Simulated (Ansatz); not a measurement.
# GaP wire along [110], 8 atoms a period, H-terminated: bands by functional and under strain

What gap, if any, does the GaP wire along [110], 8 atoms a period, H-terminated have, and how does it change with the functional and under strain?

Method: DFT PBE, plane waves, PAW; relaxation of a wire's period; PAW set soft_1, in the first sound run; inputs show where later runs differ, in Ansatz 0.2.0.

**1. The starting structure**

The cell holds 16 atoms: 8 H, 4 Ga and 4 P. Cell: a = 15.425 Å, b = 13.276 Å, c = 3.896 Å, α = 90.0°, β = 90.0°, γ = 90.0°. Vacuum lies along a and b. The structure's axis is c.

**2. The relaxed wire**

Band widths follow the bond lengths, so the wire is relaxed first. The atoms and the third cell vector are free; the box across stays fixed as vacuum. A Fermi-Dirac smearing is set since the result may be a metal. The pressure printed is a third of the stress's trace over the whole box, vacuum included; only the stress along the axis is relaxed.

The input, input.yaml:

```yaml
crystal:
  lattice:
    - [15.425, 0.0, 0.0]
    - [0.0, 13.276, 0.0]
    - [0.0, 0.0, 3.8961583643]
  atoms:
    - { symbol: H, position: [0.399027553, 0.256101235, 0.0] }
    - { symbol: Ga, position: [0.458166186, 0.353273923, 0.0] }
    - { symbol: H, position: [0.220421394, 0.597183517, 0.5] }
    - { symbol: H, position: [0.220421394, 0.402838143, 0.5] }
    - { symbol: Ga, position: [0.279560028, 0.50001083, 0.5] }
    - { symbol: P, position: [0.547469266, 0.646747737, 0.5] }
    - { symbol: P, position: [0.547469266, 0.353273923, 0.5] }
    - { symbol: H, position: [0.600993472, 0.73469517, 0.5] }
    - { symbol: H, position: [0.600993472, 0.26532649, 0.5] }
    - { symbol: Ga, position: [0.636772345, 0.50001083, 0.5] }
    - { symbol: P, position: [0.368863107, 0.50001083, 0.0] }
    - { symbol: H, position: [0.399027553, 0.743920425, 0.0] }
    - { symbol: Ga, position: [0.458166186, 0.646747737, 0.0] }
    - { symbol: P, position: [0.726075425, 0.50001083, 0.0] }
    - { symbol: H, position: [0.779599631, 0.587958262, 0.0] }
    - { symbol: H, position: [0.779599631, 0.412063398, 0.0] }
kpoints:
  mp_grid: { grid: [1, 1, 21] }
scf:
  occupations: { method: fermi_dirac, width: 0.05 }
hamiltonian:
  xc: pbe
  pseudopotentials: { kind: paw, azcp: { folder: soft_1 } }
relax:
  cell: { fix: [a, b, alpha, beta, gamma] }
  max_steps: 45
  f_tol: 0.03
```

Run with:

```
ansatz run input.yaml --threads 4 --pin off --max-ram 16384MiB --backend cpu --events-out ev --progress --plain --runs-dir out
```

Numbers of over 12 decimals in the logs are rounded to 6 here.

Output:

```text
Engine: ansatz 0.2.0, x86_64-unknown-linux-gnu
Pseudopotentials: kind: paw
Pseudopotential: H, paw, valence charge 1, recommended cutoff 420 eV (normal), soft_1/H.paw.azcp
Pseudopotential: Ga, paw, valence charge 13, recommended cutoff 420 eV (normal), soft_1/Ga.paw.azcp
Pseudopotential: P, paw, valence charge 5, recommended cutoff 420 eV (normal), soft_1/P.paw.azcp
Functional definition: PBE
  parameter kappa = 0.804
  parameter beta = 0.066725
  exchange = pbe_x(kappa = kappa, mu = beta*pi^2/3)
  correlation = pbe_c(beta = beta)
Crystal: 16 atoms, lattice volume = 797.864 Å³
Basis set: ecut = 420 eV, 15647 PW (Γ), exchange–correlation on 216×180×54 points (8 copies of the dense FFT grid, shifted against one another)
Bands: 56, of which v1, the nominal top of the filled ones, is band 40 counted from 1 (39 counted from 0)
Symmetry: 4 space group operations
Space group: Pmm2 (ITA 25), of the structure as read, at distance tolerance 9.3e-5 Å
k-points: 11 of 21
Non-local potential: H, projectors of the file, l = 0: 2, l = 1: 1
Non-local potential: Ga, projectors of the file, l = 0: 2, l = 1: 2, l = 2: 3, l = 3: 1
Non-local potential: P, projectors of the file, l = 0: 2, l = 1: 2, l = 2: 1
PAW form: soft (Blöchl's): semilocal exchange-correlation on the pseudo side does not see the compensation charge
PAW one-centre angular grid: H, 110 points (default); XC on 64 Gauss nodes
PAW one-centre angular grid: Ga, 590 points (default); XC on 64 Gauss nodes
PAW one-centre angular grid: P, 110 points (default); XC on 64 Gauss nodes
Initial density: superposition of atomic densities (neutral atoms: chi_scale 0, normalization atom)
Initial wavefunctions: pseudopotential atomic-orbital guess
Functional: x = pbe(κ = 0.804, μ = 0.219515), c = pbe(β = 0.066725)
SCF iter   1: F=—  HF=-18286.007539 eV  |F-HF|=—  |Δ(HF+E_count)|=         —  Δρ=3.52e-2  dr2=1.13e1  ethr=3.10e-3  ⟨swp⟩=10.2  Hψ=3553  notcnv=0  defer=4
preconditioner: auto → Resta (q_TF=auto, 1.860 Å⁻¹)  ε∞=1.7  [insulator: Δε(μ)=3.271 eV  Ē_g=13.917 eV  σ=0.050 eV  W_gap=1.00  n_scr=72 (ndim 8)  ℏωp=11.8 eV  f_vac=0.600  D(μ)=0.00/eV (n_scr^D=0)  ε∞_Penn≈1.7  vacuum switching on, ρ_ref=1.4e-2 e/Å³]
SCF iter   2: F=—  HF=-18282.955298 eV  |F-HF|=—  |Δ(HF+E_count)|=    3.05e0  Δρ=1.58e-2  dr2=1.86e0  ethr=3.10e-3  ⟨swp⟩=3.6  Hψ=1224  notcnv=0  defer=121
SCF iter   3: F=—  HF=-18282.572175 eV  |F-HF|=—  |Δ(HF+E_count)|=   3.83e-1  Δρ=5.55e-3  dr2=4.03e-1  ethr=2.33e-3  ⟨swp⟩=3.5  Hψ=1252  notcnv=0  defer=117
SCF iter   4: F=—  HF=-18282.481617 eV  |F-HF|=—  |Δ(HF+E_count)|=   9.06e-2  Δρ=1.33e-3  dr2=1.62e-2  ethr=5.04e-4  ⟨swp⟩=3.4  Hψ=1250  notcnv=0  defer=118
SCF iter   5: F=—  HF=-18282.481688 eV  |F-HF|=—  |Δ(HF+E_count)|=   7.14e-5  Δρ=5.31e-4  dr2=1.57e-3  ethr=2.03e-5  ⟨swp⟩=2.0  Hψ=1017  notcnv=0  defer=118
SCF iter   6: F=—  HF=-18282.481826 eV  |F-HF|=—  |Δ(HF+E_count)|=   1.38e-4  Δρ=1.62e-4  dr2=1.75e-4  ethr=1.96e-6  ⟨swp⟩=2.0  Hψ=938  notcnv=0  defer=118
SCF iter   7: F=—  HF=-18282.481920 eV  |F-HF|=—  |Δ(HF+E_count)|=   9.45e-5  Δρ=5.17e-5  dr2=1.91e-5  ethr=2.18e-7  ⟨swp⟩=2.0  Hψ=883  notcnv=0  defer=118
SCF iter   8: F=—  HF=-18282.481924 eV  |F-HF|=—  |Δ(HF+E_count)|=   4.01e-6  Δρ=1.86e-5  dr2=2.33e-6  ethr=2.39e-8  ⟨swp⟩=2.0  Hψ=1044  notcnv=0  defer=118
SCF iter   9: F=—  HF=-18282.481926 eV  |F-HF|=—  |Δ(HF+E_count)|=   1.66e-6  Δρ=6.41e-6  dr2=3.17e-7  ethr=2.92e-9  ⟨swp⟩=2.1  Hψ=939  notcnv=0  defer=118
SCF iter  10: F=-18282.481926 eV  HF=-18282.481926 eV  |F-HF|=4.98e-9  |Δ(HF+E_count)|=   3.18e-7  Δρ=1.65e-6  dr2=4.84e-8  ethr=1.25e-10  ⟨swp⟩=5.5  Hψ=2339  notcnv=0
SCF 1 converged in 10 iterations: F = -18282.481926 eV  dr2 = 4.84e-8
  greatest PAW one-centre occupation: 0.994 electrons in one spin orbital (limit 2), on the Ga atom at site 9 (counted from 0), in its partial waves of l = 2
relax step   1: F+E_penalty+E_count = -18282.48192646 eV  Δ(F+E_penalty+E_count) = +0.000e0 eV  max|allowed force component| = 1.045e0 eV/Å  Δτ_max = 0.0000 Å  P = -0.103 GPa  Ω = 797.864 Å³  fix = [a, b, alpha, beta, gamma]  reactions: a -0.214, b -0.673 GPa  (10 SCF iters, dr2 threshold 1.00e-7 eV, accepted)
Crystal: 16 atoms, lattice volume = 801.433 Å³
Basis set: ecut = 420 eV, 15727 PW (Γ), exchange–correlation on 216×180×54 points (8 copies of the dense FFT grid, shifted against one another)
Initial density: handed on by an earlier stage of this run
Initial wavefunctions: those handed on with the density
iter 1 solved again at ethr=6.22e-4 eV; its pass at ethr=3.10e-3 eV (dr2=4.97e-1 eV) is discarded
SCF iter   1: F=—  HF=-18282.817115 eV  |F-HF|=—  |Δ(HF+E_count)|=         —  Δρ=1.00e-2  dr2=5.06e-1  ethr=6.22e-4  ⟨swp⟩=3.5  Hψ=3267  notcnv=0
preconditioner: auto → Resta (q_TF=auto, 1.858 Å⁻¹)  ε∞=1.7  [insulator: Δε(μ)=1.448 eV  Ē_g=13.639 eV  σ=0.050 eV  W_gap=1.00  n_scr=72 (ndim 8)  ℏωp=11.7 eV  f_vac=0.651  D(μ)=0.00/eV (n_scr^D=0)  ε∞_Penn≈1.7  vacuum switching on, ρ_ref=1.3e-2 e/Å³]
SCF iter   2: F=—  HF=-18282.726785 eV  |F-HF|=—  |Δ(HF+E_count)|=   9.03e-2  Δρ=4.86e-3  dr2=9.27e-2  ethr=6.22e-4  ⟨swp⟩=4.3  Hψ=1092  notcnv=0
SCF iter   3: F=—  HF=-18282.727527 eV  |F-HF|=—  |Δ(HF+E_count)|=   7.42e-4  Δρ=1.16e-3  dr2=2.94e-2  ethr=1.16e-4  ⟨swp⟩=3.3  Hψ=1053  notcnv=0  defer=95
SCF iter   4: F=—  HF=-18282.722053 eV  |F-HF|=—  |Δ(HF+E_count)|=   5.47e-3  Δρ=3.51e-4  dr2=8.94e-4  ethr=3.67e-5  ⟨swp⟩=2.5  Hψ=742  notcnv=0  defer=95
SCF iter   5: F=—  HF=-18282.722236 eV  |F-HF|=—  |Δ(HF+E_count)|=   1.83e-4  Δρ=1.03e-4  dr2=1.25e-4  ethr=1.12e-6  ⟨swp⟩=2.0  Hψ=1056  notcnv=0  defer=95
SCF iter   6: F=—  HF=-18282.722209 eV  |F-HF|=—  |Δ(HF+E_count)|=   2.76e-5  Δρ=3.61e-5  dr2=1.12e-5  ethr=1.57e-7  ⟨swp⟩=2.0  Hψ=961  notcnv=0  defer=95
SCF iter   7: F=-18282.722212 eV  HF=-18282.722212 eV  |F-HF|=4.69e-8  |Δ(HF+E_count)|=   3.13e-6  Δρ=1.05e-5  dr2=8.40e-7  ethr=2.00e-9  ⟨swp⟩=5.9  Hψ=2227  notcnv=0
SCF 2 converged in 7 iterations: F = -18282.722212 eV  dr2 = 8.40e-7
  greatest PAW one-centre occupation: 0.995 electrons in one spin orbital (limit 2), on the Ga atom at site 12 (counted from 0), in its partial waves of l = 2
relax step   2: F+E_penalty+E_count = -18282.72221179 eV  Δ(F+E_penalty+E_count) = -2.403e-1 eV  max|allowed force component| = 5.947e-1 eV/Å  Δτ_max = 0.1966 Å  P = -0.109 GPa  Ω = 801.433 Å³  energy of the carried Pulay correction = -4.544e-4 eV  fix = [a, b, alpha, beta, gamma]  reactions: a -0.232, b -0.503 GPa  (7 SCF iters, dr2 threshold 1.60e-6 eV, accepted)
Crystal: 16 atoms, lattice volume = 806.508 Å³
[...]
SCF iter   2: F=—  HF=-18282.801903 eV  |F-HF|=—  |Δ(HF+E_count)|=   1.07e-2  Δρ=1.89e-3  dr2=1.33e-2  ethr=8.29e-5  ⟨swp⟩=3.5  Hψ=944  notcnv=0
SCF iter   3: F=—  HF=-18282.801804 eV  |F-HF|=—  |Δ(HF+E_count)|=   9.91e-5  Δρ=4.79e-4  dr2=4.07e-3  ethr=1.67e-5  ⟨swp⟩=2.4  Hψ=908  notcnv=0
SCF iter   4: F=—  HF=-18282.800943 eV  |F-HF|=—  |Δ(HF+E_count)|=   8.61e-4  Δρ=9.40e-5  dr2=8.74e-5  ethr=5.08e-6  ⟨swp⟩=2.5  Hψ=946  notcnv=0
SCF iter   5: F=—  HF=-18282.800944 eV  |F-HF|=—  |Δ(HF+E_count)|=   1.89e-6  Δρ=3.24e-5  dr2=1.03e-5  ethr=1.09e-7  ⟨swp⟩=2.0  Hψ=1137  notcnv=0
SCF iter   6: F=-18282.800944 eV  HF=-18282.800945 eV  |F-HF|=9.99e-7  |Δ(HF+E_count)|=   2.36e-7  Δρ=1.12e-5  dr2=1.24e-6  ethr=2.00e-9  ⟨swp⟩=6.0  Hψ=2544  notcnv=0
SCF 3 converged in 6 iterations: F = -18282.800944 eV  dr2 = 1.24e-6
  greatest PAW one-centre occupation: 0.995 electrons in one spin orbital (limit 2), on the Ga atom at site 1 (counted from 0), in its partial waves of l = 2
relax step   3: F+E_penalty+E_count = -18282.80094368 eV  Δ(F+E_penalty+E_count) = -7.873e-2 eV  max|allowed force component| = 1.235e-1 eV/Å  Δτ_max = 0.0771 Å  P = +0.003 GPa  Ω = 806.508 Å³  energy of the carried Pulay correction = -1.097e-3 eV  fix = [a, b, alpha, beta, gamma]  reactions: a -0.057, b -0.077 GPa  (6 SCF iters, dr2 threshold 1.60e-6 eV, accepted)
[...]
relax step   4: F+E_penalty+E_count = -18282.80381595 eV  Δ(F+E_penalty+E_count) = -2.872e-3 eV  max|allowed force component| = 1.673e-2 eV/Å  Δτ_max = 0.0116 Å  P = -0.001 GPa  Ω = 808.968 Å³  energy of the carried Pulay correction = -1.407e-3 eV  fix = [a, b, alpha, beta, gamma]  reactions: a -0.055, b +0.018 GPa  (5 SCF iters, dr2 threshold 9.53e-7 eV, accepted)
Initial wavefunctions: pseudopotential atomic-orbital guess (no wavefunctions were taken with the density)
iter 1 solved again at ethr=7.23e-6 eV; its pass at ethr=3.10e-3 eV (dr2=5.78e-3 eV) is discarded
SCF iter   1: F=—  HF=-18282.795829 eV  |F-HF|=—  |Δ(HF+E_count)|=         —  Δρ=1.24e-4  dr2=3.46e-6  ethr=7.23e-6  ⟨swp⟩=3.8  Hψ=5217  notcnv=0
eigensolver tolerance schedule: the retry pair's looser diagonalisation over-reported the residual by 1667.65 of it (diagonalisation noise at an unbounded share of the residual, at the tolerance the schedule requests for it); recorded, not acted on — ethr = c·dr2/N_el stays at c = 1.0e-1
preconditioner: auto → Resta (q_TF=auto, 1.855 Å⁻¹)  ε∞=1.7  [insulator: Δε(μ)=1.626 eV  Ē_g=13.714 eV  σ=0.050 eV  W_gap=1.00  n_scr=84 (ndim 8)  ℏωp=11.7 eV  f_vac=0.652  D(μ)=0.00/eV (n_scr^D=0)  ε∞_Penn≈1.7  vacuum switching on, ρ_ref=1.4e-2 e/Å³]
SCF iter   2: F=—  HF=-18282.802162 eV  |F-HF|=—  |Δ(HF+E_count)|=   6.33e-3  Δρ=6.30e-5  dr2=1.51e-6  ethr=4.33e-9  ⟨swp⟩=4.1  Hψ=1720  notcnv=0
SCF iter   3: F=—  HF=-18282.804590 eV  |F-HF|=—  |Δ(HF+E_count)|=   2.43e-3  Δρ=2.54e-5  dr2=1.89e-7  ethr=1.88e-9  ⟨swp⟩=2.4  Hψ=1161  notcnv=0
SCF iter   4: F=—  HF=-18282.805355 eV  |F-HF|=—  |Δ(HF+E_count)|=   7.65e-4  Δρ=1.69e-6  dr2=2.90e-8  ethr=2.37e-10  ⟨swp⟩=3.0  Hψ=1293  notcnv=0
SCF iter   5: F=—  HF=-18282.805359 eV  |F-HF|=—  |Δ(HF+E_count)|=   3.66e-6  Δρ=7.52e-7  dr2=7.48e-9  ethr=3.63e-11  ⟨swp⟩=2.0  Hψ=786  notcnv=0
SCF iter   6: F=—  HF=-18282.805359 eV  |F-HF|=—  |Δ(HF+E_count)|=   1.41e-7  Δρ=3.11e-7  dr2=1.70e-9  ethr=9.35e-12  ⟨swp⟩=2.0  Hψ=836  notcnv=0
SCF iter   7: F=-18282.805359 eV  HF=-18282.805359 eV  |F-HF|=1.67e-9  |Δ(HF+E_count)|=   9.57e-8  Δρ=8.45e-8  dr2=4.88e-11  ethr=1.00e-12  ⟨swp⟩=4.0  Hψ=2657  notcnv=0
SCF 5 converged in 7 iterations: F = -18282.805359 eV  dr2 = 4.88e-11
relax step   5: F+E_penalty+E_count = -18282.80535893 eV  Δ(F+E_penalty+E_count) = -1.543e-3 eV  max|allowed force component| = 1.712e-2 eV/Å  Δτ_max = 0.0000 Å  P = +0.000 GPa  Ω = 808.968 Å³  fix = [a, b, alpha, beta, gamma]  reactions: a -0.054, b +0.019 GPa  stress off target by 3.68e-2 GPa on what of the cell is left free  SCF on the basis re-selected at this cell (its energy is not comparable with the rows above)  (7 SCF iters)
basis re-selected at this cell: Δ(F+E_penalty+E_count) = -1.543e-3 eV, ΔP = +0.001 GPa vs the last step (what re-selecting the basis moved, of the pressure what is left beyond the Pulay correction that the steps carried, after the strain that the cell walked since its last selection, with what the two solves' SCF thresholds leave and, on support functions, any second-order correction that the steps lacked; it is no m [...]
SCF converged after 7 iterations
Free energy (F): -18282.805359 eV
Harris-Foulkes:  -18282.805359 eV  (|F-HF|=1.67e-9)
Internal energy: -18282.805359 eV  (E = F + TS)
E sigma→0 (E₀):  -18282.805359 eV
Entropy (-TS):   -0.000000 eV (-0.000 meV/atom)
Fermi energy:    -1.590355 eV
--- Per-component energies (eV) ---
  E_band       = -950.296356
  E_kinetic    = 823.490124
  E_local      = -25326.790342  (includes V_loc(G=0)·N_el)
  E_nonlocal   = -237.060124
  E_hartree    = 13005.172700
  E_xc         = -612.329723
  E_vxc        = -554.346454  (∫ρ·V_xc dr)
  E_paw        = -10203.854508  (= ΣΔE_a)
  E_vpaw       = -1665.926565  (= ΣTr[D̂ρ^β])
  E_aug_tail   = -0.008544  (compensation charges beyond the density's cutoff)
  E_ewald      = 4268.575057
  E_smearing   = -0.000000  (= −TS)
  E_closure    = 0.000000  (closes the sum)
  Σ components = -18282.805359   (vs F -18282.805359, Δ=0.00e0)
--- Forces (eV/Å), atoms counted from 1 ---
  atom   1  H      0.00564378    -0.01117054     0.00000000
  atom   2  Ga    -0.00343802     0.00991989     0.00000000
  atom   3  H      0.00862355    -0.00288822     0.00000000
  atom   4  H      0.00862355     0.00288822     0.00000000
  atom   5  Ga    -0.01711567     0.00000000     0.00000000
  atom   6  P     -0.00131518     0.00350629     0.00000000
  atom   7  P     -0.00131518    -0.00350629     0.00000000
  atom   8  H     -0.00891684    -0.00253045     0.00000000
  atom   9  H     -0.00891684     0.00253045     0.00000000
  atom  10  Ga     0.01011697     0.00000000     0.00000000
  atom  11  P     -0.00400210     0.00000000     0.00000000
  atom  12  H      0.00564378     0.01117054     0.00000000
  atom  13  Ga    -0.00343802    -0.00991989     0.00000000
  atom  14  P      0.00646261     0.00000000     0.00000000
  atom  15  H      0.00167320    -0.00087509     0.00000000
  atom  16  H      0.00167320     0.00087509     0.00000000
  max |Σ_I F_I| component: 2.79e-6 eV/Å
--- Stress (GPa, compression-positive) ---
       -0.054323       0.000000       0.000000
        0.000000       0.018533       0.000000
        0.000000       0.000000       0.036763
  P = ⅓ Tr σ = 0.0003 GPa (0.003 kbar)
--- Relaxed structure (4 steps of the walk, 4 accepted, 1 SCFs on fresh bases) ---
  F+E_penalty+E_count = -18282.80535893 eV   max|allowed force component| = 1.712e-2 eV/Å   (the final SCF, on the basis selected at the relaxed cell)
  cell:  # Å, volume = 808.9681 Å³
    - [15.425, 0.0, 0.0]
    - [0.0, 13.276, 0.0]
    - [0.0, 0.0, 3.950381]
  atoms:
    - { symbol: H, position: [0.405241, 0.248038, 0.0] }
    - { symbol: Ga, position: [0.451532, 0.352555, 0.0] }
    - { symbol: H, position: [0.228012, 0.603735, 0.5] }
    - { symbol: H, position: [0.228012, 0.396287, 0.5] }
    - { symbol: Ga, position: [0.276630, 0.50001083, 0.5] }
    - { symbol: P, position: [0.543731, 0.642534, 0.5] }
    - { symbol: P, position: [0.543731, 0.357487, 0.5] }
    - { symbol: H, position: [0.602963, 0.725067, 0.5] }
    - { symbol: H, position: [0.602963, 0.274955, 0.5] }
    - { symbol: Ga, position: [0.631200, 0.50001083, 0.5] }
    - { symbol: P, position: [0.369391, 0.50001083, 0.0] }
    - { symbol: H, position: [0.405241, 0.751984, 0.0] }
    - { symbol: Ga, position: [0.451532, 0.647467, 0.0] }
    - { symbol: P, position: [0.720987, 0.50001083, 0.0] }
    - { symbol: H, position: [0.780731, 0.581460, 0.0] }
    - { symbol: H, position: [0.780731, 0.418562, 0.0] }
```

The job ended after 96 s (4 threads of Intel Xeon Platinum 8259CL at 2.50GHz (Skylake/Cascade Lake), shared host; peak memory 1.5 GiB).

The steps of the relaxation:

```
step  energy less that of the first step (eV)  largest force component (eV/Å)  pressure (GPa)  volume (Å³)
   1                                   0.0000                          1.0446           -0.10       797.86
   2                                  -0.2403                          0.5947           -0.11       801.43
   3                                  -0.3190                          0.1235            0.00       806.51
   4                                  -0.3219                          0.0167            0.00       808.97
  5*                                  -0.3234                          0.0171            0.00       808.97
```

Relaxation steps marked * repeat the geometry before them on a plane-wave basis chosen anew for their cell, so energy and pressure can jump there.

Forces are held to the 4 operations that the run works with; a distortion that breaks them can't arise in this run.

```csv
cell as run,before,after,change
c (Å),3.896,3.950,+1.4 %
```

The atoms that moved most (Å, along periodic axes as changes of fractional coordinates times the final cell, across vacuum about the mean position):

```csv
atom,dx,dy,dz,length
H3,0.117,0.087,0.000,0.146
H4,0.117,-0.087,0.000,0.146
H12,0.096,0.107,0.000,0.144
H1,0.096,-0.107,0.000,0.144
H8,0.030,-0.128,0.000,0.131
H9,0.030,0.128,0.000,0.131
Ga2,-0.102,-0.010,0.000,0.103
Ga13,-0.102,0.010,0.000,0.103
```

Final coordinates:

```cif
data_structure
_symmetry_space_group_name_H-M 'P 1'
_symmetry_Int_Tables_number 1
_cell_length_a 15.4250
_cell_length_b 13.2760
_cell_length_c 3.9504
_cell_angle_alpha 90.000
_cell_angle_beta 90.000
_cell_angle_gamma 90.000
_cell_volume 808.97
loop_
_atom_site_label
_atom_site_type_symbol
_atom_site_fract_x
_atom_site_fract_y
_atom_site_fract_z
_atom_site_occupancy
H1 H 0.40524 0.24804 0.00000 1
Ga2 Ga 0.45153 0.35255 0.00000 1
H3 H 0.22801 0.60373 0.50000 1
H4 H 0.22801 0.39629 0.50000 1
Ga5 Ga 0.27663 0.50001 0.50000 1
P6 P 0.54373 0.64253 0.50000 1
P7 P 0.54373 0.35749 0.50000 1
H8 H 0.60296 0.72507 0.50000 1
H9 H 0.60296 0.27495 0.50000 1
Ga10 Ga 0.63120 0.50001 0.50000 1
P11 P 0.36939 0.50001 0.00000 1
H12 H 0.40524 0.75198 0.00000 1
Ga13 Ga 0.45153 0.64747 0.00000 1
P14 P 0.72099 0.50001 0.00000 1
H15 H 0.78073 0.58146 0.00000 1
H16 H 0.78073 0.41856 0.00000 1
```

This step gave:

| Quantity | Value |
| --- | --- |
| cell length along the wire | 3.950 Å |

The cell's length comes to 3.950 Å with spin left out.

(Continued in part 2 of 3.)

[Logs are printed without paths, hosts, clocks, repeated set-up lines and the standing remarks that a program may print on its own settings, such as how far it seeks lower states.]

[Hosts, paths, dates, database ids (printed as entryN), source tags and the programs' standing remarks are cut or masked in the printed files.]
